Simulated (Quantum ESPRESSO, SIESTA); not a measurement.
# Birch–Murnaghan line for zincblende GaAs, QE, PBEsol

Calculated with Quantum ESPRESSO 7.5: PBEsol; plane waves, GBRV 1.5 ultrasoft, 45/270 Ry; k-mesh 7×7×7. The volume is changed in steps from typed lattice constants. V0 = 22.62 Å³ an atom is where a Birch–Murnaghan fit to this level's pressures, the withheld one apart, crosses zero; rows within 2.5 % of V0 are left out, since F is ill-conditioned there. The typed cell is scaled evenly, with no relaxation, and each row is a single point.

| volume (Å³/atom) | pressure (GPa) |
| --- | --- |
| 21.863 | 2.621 |
| 23.288 | -1.922 |
| 23.764 | -3.103 |
| 24.239 | -4.034 |
| 24.714 | -4.958 |
| 25.19 | -5.795 |
| 25.665 | ? |

Task: Fit the third-order Birch–Murnaghan equation to the rows given and extrapolate to the withheld row.

**Working.**

Take the Eulerian strain f = ½[(V0/V)^(2/3) − 1] and the normalised pressure F = P / [3f(1 + 2f)^(5/2)]. The third-order Birch–Murnaghan equation is then the line F = B0 + (3/2)B0(B′ − 4) f, so u = f and v = F.

| u = f | v = F (GPa) |
| --- | --- |
| 0.0114760 | 71.9314 |
| -0.00960774 | 69.9966 |
| -0.0161783 | 69.4129 |
| -0.0225199 | 67.0016 |
| -0.0286577 | 66.8386 |
| -0.0346144 | 66.7680 |

With n = 6: mean u = -0.0166837, mean v = 68.6582, Σ(u − ū)² = 0.0013422, Σ(u − ū)(v − v̄) = 0.16737. Slope b = 0.16737 / 0.0013422 = 124.70; intercept a = v̄ − b ū = 70.739.

So B0 = 70.74 GPa and B′ = 4 + 2b/(3a) = 5.18. At the withheld volume f = -0.04037, F = 65.70 GPa, and P = 3f(1 + 2f)^(5/2) F.

Prediction at 25.665: -6.448 GPa. The run gave -6.534 GPa, so the fit is high by 0.086 GPa (1.3 % of the value).

A fit to this level's energies over the whole scan gives V0 = 22.746 Å³, B0 = 68.93 GPa and B′ = 5.07. Among the rows given, the largest miss of the fit is at 24.239, by 0.056 GPa (0.61 % of the range of the table).

Limits: The nuclei are static. The DFT runs use Fermi–Dirac occupations of width 0.01 eV, and energies are free energies. The pressures scatter by 0.03 GPa r.m.s. about a smooth curve, which shows enlarged in F and loosens B′.

[Hosts, paths, dates, database ids (printed as entryN), source tags and the programs' standing remarks are cut or masked in the printed files.]
